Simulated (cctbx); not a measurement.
**What is wrong with this refinement?**

Cell a = 4.3260 Å, b = 4.3890 Å, c = 12.8960 Å, α = 90.00°, β = 90.00°, γ = 90.00°; space group Pmmm (no. 47).

The data are simulated with cctbx, not measured: Ga Kα, λ = 1.3414 Å, to d = 0.83 Å, 80 % of the full sphere, strongest reflection 40000 counts, noise from counting, a 2 % proportional error and a noise floor of 8 counts (s.d.); no absorption.

An anisotropic refinement with weights 1/σ² prints:

```text
Rint 0.018, 310 unique reflections to 0.83 A
cycle     R1     wR2    GooF  max shift (A)
   1  0.0703  0.1671   9.452   0.01014
   2  0.0658  0.1527   8.639   0.00003
final R1 0.0658 wR2 0.1527 GooF 8.639  parameters 25  data/parameter 12.4
atom        x        y        z      Ueq    occ   su(xyz)  su(Uiso or U11)
Er1    0.50000  0.50000  0.50000   0.0088  1.000  0.00000  0.0014
Ba1    0.50000  0.50000  0.81826   0.0066  1.000  0.00012  0.0010
Cu1    0.00000  0.00000  0.00000   0.0113  1.000  0.00000  0.0035
Co1    0.00000  0.00000  0.65461   0.0140  1.000  0.00033  0.0026
S1     0.00000  0.00000  0.83225   0.0232  1.000  0.00057  0.0049
S2     0.50000  0.00000  0.62394   0.0102  1.000  0.00051  0.0036
O1     0.50000  0.00000  0.00000   0.0134  1.000  0.00000  0.0143
difference map: max 15.63 min -0.79 rms 0.64
Q1    0.0000  0.5000  0.3791    2   15.80  2.24 A from Co1
Q2    0.5000  0.5000  0.1817    2    2.57  0.00 A from Ba1
Q3    0.5000  0.5000  0.5000    1    1.97  0.00 A from Er1
Q4    0.0000  0.0000  0.1523    2    1.44  0.20 A from S1
Q5    0.5000  0.0000  0.3884    2    1.37  0.16 A from S2
Q6    0.0000  0.0000  0.3556    2    1.01  0.13 A from Co1
```

**Question.** Can this result stand? If not, what is the likely fault?

Mend it. The fault: an atom left out, O at (0, 1/2, 0.6213). Against the right model at the same level, R1 goes from 0.0077 to 0.0658 and GooF from 0.98 to 8.64 and the top difference peak, 15.8 e/Å³, lies 2.24 Å from Co1. Q1 is the missing atom. With scattering power missing, scale and phases suffer, so peaks may also grow on the heavy atoms.

The compound is Ba2ErCo2CuS4O3. The right model at the same level gives:

```text
Rint 0.018, 310 unique reflections to 0.83 A
cycle     R1     wR2    GooF  max shift (A)
   1  0.0247  0.0603   3.433   0.00368
   2  0.0077  0.0172   0.982   0.00000
final R1 0.0077 wR2 0.0172 GooF 0.982  parameters 29  data/parameter 10.7
atom        x        y        z      Ueq    occ   su(xyz)  su(Uiso or U11)
Er1    0.50000  0.50000  0.50000   0.0104  1.000  0.00000  0.0001
Ba1    0.50000  0.50000  0.81832   0.0076  1.000  0.00001  0.0001
Cu1    0.00000  0.00000  0.00000   0.0141  1.000  0.00000  0.0004
Co1    0.00000  0.00000  0.65458   0.0149  1.000  0.00004  0.0003
S1     0.00000  0.00000  0.83295   0.0230  1.000  0.00007  0.0005
S2     0.50000  0.00000  0.62362   0.0107  1.000  0.00006  0.0004
O1     0.50000  0.00000  0.00000   0.0214  1.000  0.00000  0.0020
O2     0.00000  0.50000  0.62150   0.0186  1.000  0.00020  0.0013
difference map: max 0.38 min -0.49 rms 0.09
Q1    0.0000  0.5000  0.5000    1    0.38  1.57 A from O2
Q2    0.5000  0.1859  0.5000    2    0.37  1.38 A from Er1
Q3    0.0000  0.3384  0.0835    4    0.36  1.83 A from S1
Q4    0.0000  0.0000  0.0000    1    0.34  0.00 A from Cu1
Q5    0.3937  0.0000  0.2687    4    0.32  1.46 A from S2
Q6    0.0000  0.5000  0.4135    2    0.32  0.45 A from O2
```

The model is made up (kin elements in a known structure type, no relaxation), so it says nothing on whether the phase exists.

[Middle refinement cycles are left out of these outputs.]

[Logs are printed without paths, hosts, clocks, repeated set-up lines and the standing remarks that a program may print on its own settings, such as how far it seeks lower states.]
